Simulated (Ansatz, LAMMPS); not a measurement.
# Glassy CaAl2Si6O16 (125 atoms): atom by atom

Geometry: the geometry as built. Computed with Ansatz 0.2.0: Kohn-Sham DFT, PBE, PAW (set soft_2), plane waves; cutoff 420 eV, Γ point, fixed occupations; density 2.67 g/cm³.

Extended XYZ; positions in Å, forces in eV/Å:

```xyz
125
Lattice="11.726 0.000 0.000 0.000 11.726 0.000 0.000 0.000 11.726" Properties=species:S:1:pos:R:3:forces:R:3 pbc="T T T"
Al 8.921 1.177 1.508 -0.494 0.717 0.170
Al 0.067 10.674 10.908 -1.263 -0.060 0.323
Al 11.597 3.742 8.927 -0.211 -1.060 1.077
Al 7.367 1.095 8.299 -1.085 0.076 0.683
Al 5.623 8.915 6.446 0.093 1.048 -0.856
Al 4.478 2.935 5.921 -1.518 -0.256 -0.354
Al 5.501 8.841 2.313 -1.964 -0.095 -0.378
Al 1.280 11.459 4.812 1.165 -0.581 0.845
Al 7.308 6.330 3.269 -0.521 0.985 0.079
Al 3.459 11.408 2.480 -2.082 -0.441 0.139
Ca 0.413 0.668 8.321 -0.894 0.047 -0.012
Ca 10.195 7.718 1.204 -0.287 -0.006 0.149
Ca 7.963 9.169 3.994 0.804 -1.017 0.385
Ca 8.279 3.856 10.590 0.363 -0.828 -0.530
Ca 11.296 10.862 2.163 0.003 0.475 -0.287
O 4.798 0.583 2.307 1.253 0.448 -1.238
O 8.040 9.075 11.597 0.834 -2.070 -1.219
O 3.641 9.442 10.358 -0.451 1.273 -2.776
O 4.872 4.076 0.483 -1.102 1.252 2.864
O 4.084 8.906 5.636 0.341 -0.153 0.513
O 1.552 11.361 10.352 0.999 0.418 -1.382
O 10.845 10.656 9.420 2.267 0.130 0.445
O 10.158 3.125 4.731 -1.168 0.666 1.923
O 6.028 0.407 9.182 0.003 0.077 -0.684
O 4.580 6.969 10.414 -0.840 0.063 0.470
O 2.282 0.577 3.594 0.844 0.467 0.101
O 11.104 2.256 9.872 0.439 0.620 -2.861
O 4.783 8.490 0.774 0.567 0.384 1.569
O 2.501 1.860 8.343 -0.386 -1.479 0.074
O 10.200 1.148 6.349 0.700 0.226 0.761
O 6.082 7.686 3.380 0.059 -0.440 0.970
O 0.671 6.635 1.989 -0.715 1.126 -0.996
O 6.874 7.730 6.455 -1.961 2.814 0.650
O 6.983 7.333 9.822 -0.179 -1.167 -0.939
O 8.615 11.438 4.837 -1.399 -0.383 -1.548
O 8.934 11.148 1.336 0.674 -0.406 -0.148
O 7.315 1.499 1.926 0.659 0.552 -0.816
O 0.662 2.339 3.931 -1.253 -0.487 1.294
O 10.016 10.506 6.966 -0.076 -0.928 0.984
O 7.655 5.853 4.892 -0.118 -0.544 0.531
O 7.598 5.458 7.440 -0.413 -1.917 3.571
O 2.263 8.725 8.273 -0.310 2.170 0.472
O 8.587 7.249 2.586 1.457 0.641 -0.938
O 0.160 7.986 6.578 3.336 0.268 2.293
O 7.202 0.876 6.668 -0.404 0.119 -1.236
O 2.366 7.453 11.705 1.715 1.716 -0.252
O 1.906 4.847 0.479 0.753 0.559 -0.048
O 11.357 4.387 2.999 -0.931 0.589 -1.856
O 11.294 11.409 4.553 -0.329 -0.097 -0.105
O 9.582 7.292 10.379 -0.287 -0.705 0.618
O 2.333 6.438 7.541 1.877 -2.274 -1.380
O 3.999 9.833 3.121 1.357 -0.357 -1.158
O 5.004 6.075 8.058 -0.429 -0.368 -0.947
O 10.255 8.960 4.601 -0.779 1.682 -0.915
O 6.326 1.010 4.229 0.025 0.073 1.066
O 8.666 9.348 9.072 -1.688 -2.631 0.539
O 4.947 8.991 8.038 0.126 0.351 0.898
O 2.261 2.033 11.465 0.614 0.304 -0.710
O 1.835 0.384 6.355 -0.512 -0.264 0.888
O 2.447 11.471 1.065 -0.659 -1.037 0.564
O 1.868 9.846 4.501 -0.392 -0.145 -0.203
O 11.397 9.523 0.374 -0.069 -0.821 1.168
O 0.128 7.138 8.893 0.685 0.369 -0.387
O 9.414 7.165 6.271 -1.364 -1.052 1.625
O 1.529 3.994 9.282 -0.844 1.333 0.372
O 9.368 2.172 0.081 -2.368 0.710 -0.270
O 6.144 4.851 10.167 1.440 -0.135 -0.153
O 3.377 11.075 8.121 0.359 -1.455 1.758
O 7.289 2.892 8.527 0.150 0.510 1.897
O 0.107 2.966 0.558 -0.894 0.220 -0.067
O 4.101 5.320 2.761 -2.125 1.503 0.702
O 10.181 1.767 2.547 0.363 -0.352 -0.028
O 4.153 0.379 11.007 1.179 -0.047 -0.780
O 8.738 0.249 8.810 1.012 -0.269 0.601
O 6.578 5.156 2.241 0.416 -0.427 -0.900
O 6.434 10.299 5.531 -0.197 -0.202 -0.073
O 3.406 4.085 7.372 0.631 0.186 -1.979
O 8.712 3.371 6.619 -1.652 0.780 0.218
O 6.857 9.863 2.080 0.423 0.756 0.053
O 2.329 2.827 2.201 0.538 1.518 -2.968
O 11.326 0.467 0.022 0.100 -2.842 1.433
O 1.813 5.412 3.928 -0.325 -1.434 0.304
O 5.321 2.981 2.846 -0.450 0.934 0.444
O 11.355 6.621 4.473 -0.878 0.410 0.346
O 4.088 3.411 9.692 1.455 0.100 1.523
O 6.652 11.302 11.597 -0.625 1.091 -0.698
O 4.307 1.426 6.615 0.296 -2.199 0.813
O 10.515 4.912 9.599 -1.985 -0.621 -0.258
O 5.919 3.612 6.302 3.549 1.651 1.375
O 2.985 7.526 3.811 0.141 -1.463 -1.392
O 11.212 3.327 7.340 0.582 -0.232 -0.789
O 4.008 5.765 5.468 0.436 -0.329 -1.095
O 3.184 2.891 4.775 0.751 0.983 0.279
O 6.045 2.211 11.060 1.044 0.532 -0.167
O 0.047 6.282 11.274 -1.889 0.812 -0.006
Si 10.878 1.895 11.389 2.310 2.826 1.187
Si 3.848 8.191 11.303 -0.370 -2.847 -1.074
Si 7.327 3.866 7.226 -1.976 -1.346 -2.290
Si 2.867 3.409 8.741 -1.427 -1.914 -0.661
Si 0.322 5.782 3.340 1.681 -0.511 1.617
Si 5.987 1.519 2.746 -0.627 0.119 0.277
Si 7.832 6.545 6.351 3.600 0.548 -5.147
Si 1.289 7.604 7.810 -3.749 -0.579 -2.087
Si 10.106 2.790 6.310 1.141 -1.657 -1.754
Si 3.753 5.664 7.021 -1.101 1.716 3.061
Si 5.735 6.321 9.508 -1.887 0.982 0.369
Si 5.712 0.625 10.705 0.358 -1.411 0.582
Si 10.016 11.382 5.592 1.098 1.006 0.805
Si 8.237 8.199 10.189 1.093 3.667 -0.373
Si 5.165 4.430 2.129 3.924 -2.912 -2.845
Si 3.584 9.591 8.610 1.280 -2.266 2.767
Si 7.611 10.357 0.743 -0.335 1.142 0.742
Si 2.605 0.399 11.328 -0.779 1.069 1.561
Si 5.239 3.590 10.775 -0.503 -0.013 -0.071
Si 3.231 8.988 4.314 -0.580 1.846 1.108
Si 1.711 3.261 0.682 -0.483 -1.877 1.402
Si 10.945 2.880 3.419 1.350 -0.249 -0.386
Si 10.711 7.770 5.533 -0.417 -1.166 -1.922
Si 7.006 0.088 5.322 1.019 -1.011 1.292
Si 3.140 0.632 7.350 -0.561 4.682 -3.137
Si 3.320 5.949 3.968 -1.896 1.615 1.366
Si 9.510 10.584 8.574 -0.244 1.673 -1.547
Si 2.218 2.331 3.688 -0.189 -1.946 -0.833
Si 1.322 6.417 0.484 0.527 -3.029 1.000
Si 10.878 6.415 9.908 1.634 1.189 0.950
```

The quench rate of 10 K/ps is many orders above laboratory rates, so the cell is likely richer in defects and strain than a real sample. The force components of 1.3 eV/Å r.m.s. hold both thermal displacement and the mismatch between the potential that made the cell and DFT. The network of bonds at the start is that of the classical potential that made the cell, and needn't be the one that DFT or experiment would give. Only the Γ point is sampled, in a cell whose shortest periodic width is 12 Å.

The r.m.s. force component is 1.29 eV/Å; the longest force, 6.30 eV/Å, acts on Si102.

[Logs are printed without paths, hosts, clocks, repeated set-up lines and the standing remarks that a program may print on its own settings, such as how far it seeks lower states.]

[Hosts, paths, dates, database ids (printed as entryN), source tags and the programs' standing remarks are cut or masked in the printed files.]
